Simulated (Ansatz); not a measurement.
# Amorphous Si (76 atoms) under strain: runs compared

How stiff is amorphous Si (76 atoms), and how do its levels respond to strain?

Computed with Ansatz 0.2.0: Kohn-Sham DFT, PBE, PAW (set soft_2), plane waves.

## Step 1: The cell

The cell holds 76 atoms: 76 Si. Cell: a = 11.521 Å, b = 11.521 Å, c = 11.521 Å, α = 90.0°, β = 90.0°, γ = 90.0°. 76 atoms (76 Si) placed at random at 2.32 g/cm³, melted at 3500 K for 10 ps at fixed volume with the Tersoff potential (Tersoff, Phys. Rev. B 39, 5566 (1989)). Quenched from 3100 K to 500 K at 10 K/ps and fixed volume, annealed at 900 K for 50 ps, held 5 ps.

What the set-up can't give: The quench rate of 10 K/ps is many orders above laboratory rates, so the cell is likely richer in defects and strain than a real sample. The starting topology of bonds comes from the classical model, and needn't be the one that DFT or experiment would give. Sampling is at Γ alone.

## Step 2: The reference run

The reference is a single point at the end of the relaxation.

Every strained cell starts from the geometry of this run, and its atoms are relaxed with the cell held.

Its input, with most atom lines left out:

```yaml
crystal:
  lattice:
    - [11.61967, -0.14001, 0.20291]
    - [-0.14001, 11.34472, 0.44216]
    - [0.20291, 0.44216, 11.61255]
  atoms:
    - { symbol: Si, position: [0.93075, 0.31298, 0.04504] }
    - { symbol: Si, position: [0.64973, 0.381, 0.1237] }
    - { symbol: Si, position: [0.0605, 0.06653, 0.20691] }
    - { symbol: Si, position: [0.28606, 0.27505, 0.05415] }
    - { symbol: Si, position: [0.90011, 0.31131, 0.56799] }
    - { symbol: Si, position: [0.68794, 0.04713, 0.03749] }
    - { symbol: Si, position: [0.69173, 0.31602, 0.58394] }
    [... atom lines 8 to 76 left out ...]
kpoints:
  mp_grid: { grid: [1, 1, 1] }
hamiltonian:
  xc: pbe
scf:
  occupations: { method: gaussian, width: 0.05 }
output:
  forces: true
  stress: true
  populations: true
  dos:
    method: { smearing: { sigma: 0.15 } }
    de: 0.1
    projected: { site_lists: { Si: [Si] } }
  eigenvalues: true
  write_density: true
  write_potential: true
  volumetric_format: npy
```

- free energy per atom: -635.5507 eV/atom
- r.m.s. force component: 0.00667 eV/Å
- pressure: 0.002223 GPa

Filled and empty levels are parted by 0.353 eV (at Γ alone); a semilocal functional tends to put such gaps too low. In a disordered cell it changes from sample to sample, and tail or defect levels can set it.

## Step 3: The runs

Each row is one run, on 4 threads of Arm Neoverse V1, shared host. The free energy is the program's total, comparable only between runs with the same functional and atoms.

| run | atoms | outcome | relaxation steps | free energy (eV) | time | host memory (GiB) |
| --- | --- | --- | --- | --- | --- | --- |
| Single point at the start | 76 | converged | - | -48295.396 | 8.1 s | 1.3 |
| Cell and atoms relaxed | 76 | converged | 19 | -48301.853 | 2.7 min | 1.3 |
| Single point at the relaxed geometry | 76 | converged | - | -48301.853 | 17 s | 1.3 |
| Volume -3 % | 76 | converged | 4 | -48301.542 | 42 s | 1.3 |
| Volume +3 % | 76 | converged | 3 | -48301.565 | 33 s | 1.4 |
| Volume -6 % | 76 | converged | 7 | -48300.569 | 68 s | 1.3 |
| Volume +6 % | 76 | converged | 5 | -48300.760 | 55 s | 1.4 |
| Volume -10 % | 76 | converged | 7 | -48298.054 | 67 s | 1.3 |
| Stretched by 1 % along x | 76 | converged | 3 | -48301.799 | 32 s | 1.4 |
| Compressed by 1 % along x | 76 | converged | 3 | -48301.802 | 33 s | 1.3 |
| Sheared by 2 % in xy | 76 | converged | 3 | -48301.782 | 32 s | 1.3 |

In some runs the program notes that the SCF threshold is loose for the stress.

## Step 4: Pressure against volume

Atoms are relaxed at each volume, in the scaled cell.

| volume change (%) | volume (Å³/atom) | energy change (meV/atom) | pressure (GPa) | largest move on relaxing (Å) | bonds | gap (eV) |
| --- | --- | --- | --- | --- | --- | --- |
| -10 | 18.092 | 49.98 | 8.54 | 0.35 | 163 | 0.322 |
| -6 | 18.896 | 16.89 | 4.70 | 0.27 | 161 | 0.381 |
| -3 | 19.500 | 4.08 | 2.22 | 0.09 | 159 | 0.376 |
| +0 | 20.103 | 0.00 | 0.00 | - | 157 | 0.353 |
| +3 | 20.706 | 3.78 | -1.97 | 0.05 | 157 | 0.34 |
| +6 | 21.309 | 14.38 | -3.64 | 0.11 | 157 | 0.329 |

## Step 5: Uniaxial strain and shear

Stress (GPa, compression positive) less that of the relaxed cell, atoms relaxed:

| strain | xx | yy | zz | xy | energy change (meV/atom) |
| --- | --- | --- | --- | --- | --- |
| stretched by 1 % along x | -1.119 | -0.434 | -0.423 | 0.017 | 0.71 |
| compressed by 1 % along x | 1.108 | 0.496 | 0.411 | -0.028 | 0.66 |
| sheared by 2 % in xy | 0.045 | 0.032 | -0.056 | -0.770 | 0.93 |

## Step 6: Findings

The bulk modulus, from the slope of pressure against ln V over the three points nearest the relaxed volume, is 69.9 GPa; a quadratic over all points gives a pressure derivative of about 3.3. The count of bonds runs from 157 to 163 over the series, so at some points contacts cross the cutoffs. The gap stays between 0.322 and 0.381 eV with no steady trend. In the Cartesian axes of the cell, finite differences give C11 = 111, C12 = 46.5, C13 = 41.7 and C66 = 38.5 GPa (the shear of 2 % is the engineering strain, εxy = 0.01). The mean of C11, C12 and C13, which equals the bulk modulus in a cubic or isotropic solid, is 66.5 GPa: it agrees with the bulk modulus within 10 %. For an isotropic solid C66 would equal (C11 − C12)/2 = 32.4 GPa; so small a sample needn't be isotropic, and C66 rests on one shear. With the bulk modulus and C66 as K and G, Young's modulus would be about 98 GPa and Poisson's ratio 0.27.

Caveats: Strains are finite and relaxations stop at the force tolerance of the input, which can leave moduli too stiff; they are those of a static cell at zero temperature. Volumes are changed with the cell's shape held, so in an anisotropic solid the modulus lies over the one under free hydrostatic load. The program notes that the SCF threshold of the relaxations is loose for the stress.

The DFT runs together took 9.1 min of wall time.

[Long decimals in the printed logs are rounded to 6 places.]

[Logs are printed without paths, hosts, clocks, repeated set-up lines and the standing remarks that a program may print on its own settings, such as how far it seeks lower states.]

[Hosts, paths, dates, database ids (printed as entryN), source tags and the programs' standing remarks are cut or masked in the printed files.]
